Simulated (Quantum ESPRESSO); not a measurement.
# SrAs2Ru2 (I4/mmm): zone-centre phonons

Aim: the zone-centre modes of SrAs2Ru2 (I4/mmm).

Calculated with Quantum ESPRESSO 7.5; DFT LDA, scalar-relativistic, plane waves, GBRV ultrasoft pseudopotentials.

### Step 1. The structure

It takes space group I4/mmm (No. 139, tetragonal). The conventional cell has a = 4.175 Å, b = 4.175 Å, c = 11.401 Å, α = 90.00°, β = 90.00°, γ = 90.00°. Nearest to Sr lie 10 As at 3.37 to 4.07 Å and 8 Ru at 3.53 Å. Nearest to As lie 4 Ru at 2.42 Å and 5 As at 3.27 to 3.83 Å and 5 Sr at 3.37 to 4.07 Å. Nearest to Ru lie 4 As at 2.42 Å and 4 Ru at 2.95 Å and 4 Sr at 3.53 Å. Farther neighbours are not listed.

### Step 2. A probe with smearing

A cheap run with smearing and empty bands tells whether the crystal has a gap, which decides between fixed occupations and smearing later on.

The input, probe.in:

```
 &control
    calculation='scf',
    prefix='x',
    outdir='./tmp',
    pseudo_dir='./pseudo',
    tprnfor=.true.,
    tstress=.true.,
    verbosity='high',
 /
 &system
    ibrav=0,
    nat=5,
    ntyp=3,
    ecutwfc=40.0,
    ecutrho=240.0,
    occupations='smearing',
    smearing='gaussian',
    degauss=0.01,
 /
 &electrons
    conv_thr=1.0d-07,
    mixing_beta=0.7,
    electron_maxstep=100,
 /
ATOMIC_SPECIES
 Sr     87.6200  Sr.upf
 As     74.9216  As.upf
 Ru    101.0700  Ru.upf
CELL_PARAMETERS angstrom
    -2.087404996    2.087404996    5.700482401
     2.087404996   -2.087404996    5.700482401
     2.087404996    2.087404996   -5.700482401
ATOMIC_POSITIONS crystal
 Sr     0.000000000   0.000000000   0.000000000
 As     0.643222020   0.643222020   0.000000000
 As     0.356777980   0.356777980   0.000000000
 Ru     0.250000000   0.750000000   0.500000000
 Ru     0.750000000   0.250000000   0.500000000
K_POINTS automatic
 6 6 6 0 0 0
```

Run with:

```bash
OMP_NUM_THREADS=1 mpirun -n 4 pw.x -nk 4 -in probe.in > probe.out
```

The program printed:

```text
[banners, grids, parts of the stress and lines that vanish by symmetry left out]
Program PWSCF v.7.5
     Message from routine setup:
     using ibrav=0 with symmetry is DISCOURAGED, use correct ibrav instead
[...]
kinetic-energy cutoff     =      40.0000  Ry
     charge density cutoff     =     240.0000  Ry
     scf convergence threshold =      1.0E-07
[...]
Exchange-correlation= SLA  PZ   NOGX NOGC
                           (   1   1   0   0   0   0   0)
[...]
16 Sym. Ops., with inversion, found
[...]
(     0          1          0      )
                  (     0          0          1      )
[...]
( -0.0000000  1.0000000 -0.0000000 )
                  (  0.0000000  0.0000000  1.0000000 )
[...]
(     1          0          0      )
                  (    -1         -1         -1      )
[...]
( -1.0000000  0.0000000  0.0000000 )
                  ( -0.0000000  0.0000000 -1.0000000 )
[...]
number of k points=    30  Gaussian smearing, width (Ry)=  0.0100
[...]
End of self-consistent calculation
[...]
the Fermi energy is    12.5278 ev
!    total energy              =    -538.93760708 Ry
[...]
convergence has been achieved in   9 iterations
[...]
atom    1 type  1   force =     0.00000000    0.00000000    0.00000000
     atom    2 type  2   force =    -0.00000000    0.00000000    0.00104957
     atom    3 type  2   force =    -0.00000000   -0.00000000   -0.00104957
     atom    4 type  3   force =    -0.00000000   -0.00000000   -0.00000000
     atom    5 type  3   force =     0.00000000    0.00000000    0.00000000
[...]
Total force =     0.001484     Total SCF correction =     0.000010
[...]
total   stress  (Ry/bohr**3)                   (kbar)     P=      -47.65
[...]
XML data file, charge density, pseudopotentials, collected wavefunctions

   JOB DONE.
```

Elapsed: 34 s, on 4 MPI ranks of Arm Neoverse V1, shared host; 2.2 min of CPU time.

This step gave:

* volume per atom: 19.87 Å³
* pressure: -4.765 GPa
* gap on the k-mesh: 0 eV

No gap opens on this mesh, so smearing is kept; the start stands at -4.8 GPa.

### Step 3. Relaxing the cell and atoms

The relaxation runs at a cutoff a fifth above that of the response, since stress converges more slowly with the basis than frequencies do. Forces and stress are brought to rest with tight thresholds.

relax.in, as its differences from probe.in of step 2:

```diff
@@ -1,3 +1,3 @@
  &control
-    calculation='scf',
+    calculation='vc-relax',
     prefix='x',
@@ -7,3 +7,5 @@
     tstress=.true.,
-    verbosity='high',
+    forc_conv_thr=2.0d-05,
+    etot_conv_thr=1.0d-07,
+    nstep=40,
  /
@@ -13,12 +15,17 @@
     ntyp=3,
-    ecutwfc=40.0,
-    ecutrho=240.0,
+    ecutwfc=48,
+    ecutrho=288.0,
     occupations='smearing',
-    smearing='gaussian',
-    degauss=0.01,
+    smearing='mv',
+    degauss=0.02,
  /
  &electrons
-    conv_thr=1.0d-07,
+    conv_thr=1.0d-11,
     mixing_beta=0.7,
     electron_maxstep=100,
+ /
+ &ions
+ /
+ &cell
+    press_conv_thr=0.2,
  /
```

Run with:

```bash
OMP_NUM_THREADS=1 mpirun -n 4 pw.x -nk 4 -in relax.in > relax.out
```

The program printed:

```text
[banners, grids, parts of the stress and lines that vanish by symmetry left out]
[banner, memory and clock lines left out]
Program PWSCF v.7.5

[...]
kinetic-energy cutoff     =      48.0000  Ry
     charge density cutoff     =     288.0000  Ry
     scf convergence threshold =      1.0E-11
[...]
energy convergence thresh.=      1.0E-07
     force convergence thresh. =      2.0E-05
     press convergence thresh. =      2.0E-01
     Exchange-correlation= SLA  PZ   NOGX NOGC
                           (   1   1   0   0   0   0   0)
[...]
16 Sym. Ops., with inversion, found
[...]
number of k points=    30  Marzari-Vanderbilt smearing, width (Ry)=  0.0200
[...]
End of self-consistent calculation
[...]
the Fermi energy is    12.5336 ev
!    total energy              =    -538.93728497 Ry
[...]
convergence has been achieved in  13 iterations
[...]
atom    1 type  1   force =     0.00000000    0.00000000    0.00000000
     atom    2 type  2   force =    -0.00000000   -0.00000000    0.00240368
     atom    3 type  2   force =    -0.00000000   -0.00000000   -0.00240368
     atom    4 type  3   force =    -0.00000000   -0.00000000   -0.00000000
     atom    5 type  3   force =    -0.00000000    0.00000000    0.00000000
     Total force =     0.003399     Total SCF correction =     0.000000
[...]
total   stress  (Ry/bohr**3)                   (kbar)     P=      -48.41
[...]
number of bfgs steps    =   0
[...]
CELL_PARAMETERS (angstrom)
[...]
ATOMIC_POSITIONS (crystal)
Sr               0.0000000000        0.0000000000        0.0000000000
As               0.6433335870        0.6433335870       -0.0000000000
As               0.3566664130        0.3566664130       -0.0000000000
Ru               0.2500000000        0.7500000000        0.5000000000
[...]
New effective cutoffs (rho, wfc):  292.68   48.80
[...]
End of self-consistent calculation
[...]
the Fermi energy is    12.9474 ev
!    total energy              =    -538.94090141 Ry
[...]
convergence has been achieved in  10 iterations
[...]
atom    1 type  1   force =     0.00000000    0.00000000    0.00000000
     atom    2 type  2   force =     0.00000000    0.00000000   -0.01157814
     atom    3 type  2   force =    -0.00000000   -0.00000000    0.01157814
     atom    4 type  3   force =     0.00000000    0.00000000    0.00000000
     atom    5 type  3   force =     0.00000000    0.00000000   -0.00000000
     Total force =     0.016374     Total SCF correction =     0.000000
[...]
total   stress  (Ry/bohr**3)                   (kbar)     P=      -16.49
[...]
number of bfgs steps    =   1
[...]
CELL_PARAMETERS (angstrom)
[...]
ATOMIC_POSITIONS (crystal)
[...]
New effective cutoffs (rho, wfc):  296.35   49.49
[...]
End of self-consistent calculation
[...]
the Fermi energy is    13.2102 ev
!    total energy              =    -538.94200983 Ry
[...]
convergence has been achieved in  10 iterations
[...]
atom    1 type  1   force =     0.00000000    0.00000000    0.00000000
     atom    2 type  2   force =    -0.00000000   -0.00000000   -0.01508104
     atom    3 type  2   force =     0.00000000    0.00000000    0.01508104
     atom    4 type  3   force =    -0.00000000   -0.00000000    0.00000000
[...]
total   stress  (Ry/bohr**3)                   (kbar)     P=       -2.61
[...]
number of bfgs steps    =   7
[...]
the Fermi energy is    13.7006 ev
!    total energy              =    -538.94453500 Ry
[...]
convergence has been achieved in   9 iterations
[...]
Total force =     0.003833     Total SCF correction =     0.000001
[...]
total   stress  (Ry/bohr**3)                   (kbar)     P=       -2.38
[...]
number of bfgs steps    =   8
[...]
the Fermi energy is    13.7001 ev
!    total energy              =    -538.94455377 Ry
[...]
convergence has been achieved in   8 iterations
[...]
Total force =     0.001629     Total SCF correction =     0.000001
[...]
total   stress  (Ry/bohr**3)                   (kbar)     P=       -1.13
[...]
number of bfgs steps    =   9
[...]
New effective cutoffs (rho, wfc):  324.07   54.10
[...]
the Fermi energy is    13.6985 ev
!    total energy              =    -538.94455887 Ry
[...]
convergence has been achieved in   8 iterations
[...]
Total force =     0.000005     Total SCF correction =     0.000001
[...]
total   stress  (Ry/bohr**3)                   (kbar)     P=       -0.03
[...]
number of bfgs steps    =  10
[...]
CELL_PARAMETERS (angstrom)
[...]
ATOMIC_POSITIONS (crystal)
[...]
New effective cutoffs (rho, wfc):  324.10   54.11
[...]
End of self-consistent calculation
[...]
the Fermi energy is    13.6991 ev
!    total energy              =    -538.94455887 Ry
[...]
convergence has been achieved in   7 iterations
[...]
atom    3 type  2   force =    -0.00000000   -0.00000000    0.00000097
     atom    4 type  3   force =     0.00000000   -0.00000000   -0.00000000
     atom    5 type  3   force =    -0.00000000   -0.00000000   -0.00000000
     Total force =     0.000001     Total SCF correction =     0.000000
[...]
total   stress  (Ry/bohr**3)                   (kbar)     P=       -0.01
[...]
bfgs converged in  12 scf cycles and  11 bfgs steps
[...]
End of BFGS Geometry Optimization
     Final enthalpy           =    -538.9445588679 Ry
     File ./tmp/x.bfgs deleted, as requested
[...]
CELL_PARAMETERS (angstrom)
[...]
ATOMIC_POSITIONS (crystal)
[...]
Ru               0.2500000000        0.7500000000        0.5000000000
Ru               0.7500000000        0.2500000000        0.5000000000
[...]
Final scf calculation at the relaxed structure.
[...]
kinetic-energy cutoff     =      48.0000  Ry
     charge density cutoff     =     288.0000  Ry
     scf convergence threshold =      1.0E-13
[...]
press convergence thresh. =      2.0E-01
     Exchange-correlation= SLA  PZ   NOGX NOGC
                           (   1   1   0   0   0   0   0)
[...]
16 Sym. Ops., with inversion, found
[...]
number of k points=    30  Marzari-Vanderbilt smearing, width (Ry)=  0.0200
[...]
c_bands:  1 eigenvalues not converged
[...]
End of self-consistent calculation
[...]
the Fermi energy is    13.6992 ev
!    total energy              =    -538.94443217 Ry
[...]
convergence has been achieved in  13 iterations
[...]
atom    1 type  1   force =     0.00000000    0.00000000    0.00000000
     atom    2 type  2   force =    -0.00000000   -0.00000000   -0.00004874
     atom    3 type  2   force =     0.00000000    0.00000000    0.00004874
     atom    4 type  3   force =    -0.00000000   -0.00000000   -0.00000000
     atom    5 type  3   force =    -0.00000000   -0.00000000    0.00000000
     Total force =     0.000069     Total SCF correction =     0.000000
[...]
total   stress  (Ry/bohr**3)                   (kbar)     P=        0.06
[...]
XML data file, charge density, pseudopotentials, collected wavefunctions
```

It took 10 min on 4 MPI ranks.

The steps of the relaxation:

```csv
step,energy less that of the first step (eV),largest force (eV/Å),pressure (GPa),volume (Å³)
1,0.0000,0.0618,-4.84,99.35
2,-0.0492,0.2977,-1.65,96.92
3,-0.0643,0.3877,0.06,95.38
4,-0.0764,0.2990,0.82,94.23
5,-0.0865,0.1005,0.82,93.43
6,-0.0919,0.0737,0.30,93.11
7,-0.0946,0.1349,-0.08,93.00
8,-0.0970,0.1354,-0.26,92.83
9,-0.0986,0.0697,-0.24,92.55
10,-0.0989,0.0296,-0.11,92.57
11,-0.0990,0.0001,0.00,92.58
12,-0.0990,0.0000,0.00,92.58
13,-0.0972,0.0013,0.01,92.58
```

```csv
"conventional cell, symmetrised",before,after,change
a (Å),4.175,4.153,-0.5 %
b (Å),4.175,4.153,-0.5 %
c (Å),11.401,10.733,-5.9 %
volume (Å³/atom),19.87,18.52,-6.8 %
```

The atoms that moved most (Å, as changes of fractional coordinates times the final cell):

```csv
atom,dx,dy,dz,length
As3,0.000,0.000,0.058,0.058
As2,0.000,0.000,-0.058,0.058
```

The last row of the table of steps is pw.x's closing run on a basis chosen anew for the final cell, so its energy can jump.

This step gave:

```
volume per atom : 18.52 Å³
pressure        : 0.006000 GPa
```

The volume changes by -6.8 % from the cell with which this run began.

### Step 4. Ground state

The response is built on this ground state, so it is converged far tighter than an energy would need. Smearing stays on, as the first look found no gap above 0.3 eV.

The input, scf.in:

```
 &control
    calculation='scf',
    prefix='x',
    outdir='./tmp',
    pseudo_dir='./pseudo',
    tprnfor=.true.,
    tstress=.true.,
 /
 &system
    ibrav=0,
    nat=5,
    ntyp=3,
    ecutwfc=40.0,
    ecutrho=240.0,
    occupations='smearing',
    smearing='mv',
    degauss=0.02,
 /
 &electrons
    conv_thr=1.0d-12,
    mixing_beta=0.7,
    electron_maxstep=100,
 /
ATOMIC_SPECIES
 Sr     87.6200  Sr.upf
 As     74.9216  As.upf
 Ru    101.0700  Ru.upf
CELL_PARAMETERS angstrom
    -2.076707643    2.076707643    5.366624982
     2.076707643   -2.076707643    5.366624982
     2.076707643    2.076707643   -5.366624982
ATOMIC_POSITIONS crystal
 Sr     0.000000000   0.000000000   0.000000000
 As     0.637773391   0.637773391   0.000000000
 As     0.362226609   0.362226609   0.000000000
 Ru     0.250000000   0.750000000   0.500000000
 Ru     0.750000000   0.250000000   0.500000000
K_POINTS automatic
 6 6 6 0 0 0
```

Run with:

```bash
OMP_NUM_THREADS=1 mpirun -n 4 pw.x -nk 4 -in scf.in > scf.out
```

The program printed:

```text
[banners, grids, parts of the stress and lines that vanish by symmetry left out]
[banner, memory and clock lines left out]
Program PWSCF v.7.5

[...]
kinetic-energy cutoff     =      40.0000  Ry
     charge density cutoff     =     240.0000  Ry
     scf convergence threshold =      1.0E-12
[...]
Exchange-correlation= SLA  PZ   NOGX NOGC
                           (   1   1   0   0   0   0   0)
[...]
16 Sym. Ops., with inversion, found
[...]
number of k points=    30  Marzari-Vanderbilt smearing, width (Ry)=  0.0200
[...]
End of self-consistent calculation
[...]
the Fermi energy is    13.6997 ev
!    total energy              =    -538.94386307 Ry
[...]
convergence has been achieved in  12 iterations
[...]
atom    1 type  1   force =     0.00000000    0.00000000    0.00000000
     atom    2 type  2   force =     0.00000000   -0.00000000   -0.00018030
     atom    3 type  2   force =     0.00000000    0.00000000    0.00018030
     atom    4 type  3   force =    -0.00000000    0.00000000    0.00000000
     atom    5 type  3   force =     0.00000000   -0.00000000   -0.00000000
     Total force =     0.000255     Total SCF correction =     0.000000
[...]
total   stress  (Ry/bohr**3)                   (kbar)     P=        0.14
[...]
XML data file, charge density, pseudopotentials, collected wavefunctions
```

It took 36 s on 4 MPI ranks; 2.4 min of CPU time.

Read from the output:

- pressure: 0.01433 GPa

The cell stands at 0.014 GPa, close enough for phonons.

(Continued in part 2 of 2.)

[Host names and launcher messages were left out of these logs when they were recorded.]

[Logs are printed without paths, hosts, clocks, repeated set-up lines and the standing remarks that a program may print on its own settings, such as how far it seeks lower states.]

[Hosts, paths, dates, database ids (printed as entryN), source tags and the programs' standing remarks are cut or masked in the printed files.]
